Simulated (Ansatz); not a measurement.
Two G0W0 runs on CsPbBr3 (Pm-3m).

Symmetry: Pm-3m, No. 221, cubic system. Conventional cell: a = 5.870 Å, b = 5.870 Å, c = 5.870 Å, α = 90.00°, β = 90.00°, γ = 90.00°. Cs has 12 Br at 4.15 Å nearest. Nearest to Pb lie 6 Br at 2.94 Å. Br has 2 Pb at 2.94 Å and 4 Cs at 4.15 Å nearest. Farther neighbours and most contacts between anions are not listed.

```
Cs Pb Br
1.0
     5.87000    0.00000    0.00000
     0.00000    5.87000    0.00000
     0.00000    0.00000    5.87000
Cs Pb Br
1 1 3
Direct
  0.00000 0.00000 0.00000
  0.50000 0.50000 0.50000
  0.00000 0.50000 0.50000
  0.50000 0.00000 0.50000
  0.50000 0.50000 0.00000
```

The cell and positions come from the Crystallography Open Database and are kept as given unless a step says otherwise. Spin-orbit coupling is left out unless a run names it.

The first (Ansatz 0.2.0; start PBE, 4×4×4 mesh, 929 empty bands, screening to 160 eV, hard PAW files; 1 × NVIDIA H100 80GB HBM3 (shared by 3 runs) with 4 threads of AMD EPYC 7R13 (Zen 3), shared host) gave, on its mesh: starting gap 1.53 eV, G0W0 gap 2.56 eV, RPA ε∞ (mean) 5.70, 34 s.

The second changes empty bands from 929 to 2629 and screening cutoff (eV) from 160.0 to 320.0. What does it give?

It gave: starting gap 1.53 eV, G0W0 gap 2.69 eV, RPA ε∞ (mean) 5.70, 19 min. The G0W0 gap moves by +0.12 eV, +0.00 eV from the start and +0.12 eV from the correction. Σc changes by −0.21 eV at the valence top and −0.09 eV at the conduction bottom, and Σx − Vxc between them by +0.00 eV.

Limits: not at the basis limit; no spin-orbit coupling.

[Paths, hosts, dates, memory and timing lines, banners, echoed tables and standing remarks are left out of the program output.]

[Logs are printed without paths, hosts, clocks, repeated set-up lines and the standing remarks that a program may print on its own settings, such as how far it seeks lower states.]

[Runs of the session that timed out or met a known fault of the program may be left out.]

[Cells called generated may have been cut or substituted from an entry of the Crystallography Open Database or the Materials Project.]

[Hosts, paths, dates, database ids (printed as entryN), source tags and the programs' standing remarks are cut or masked in the printed files.]
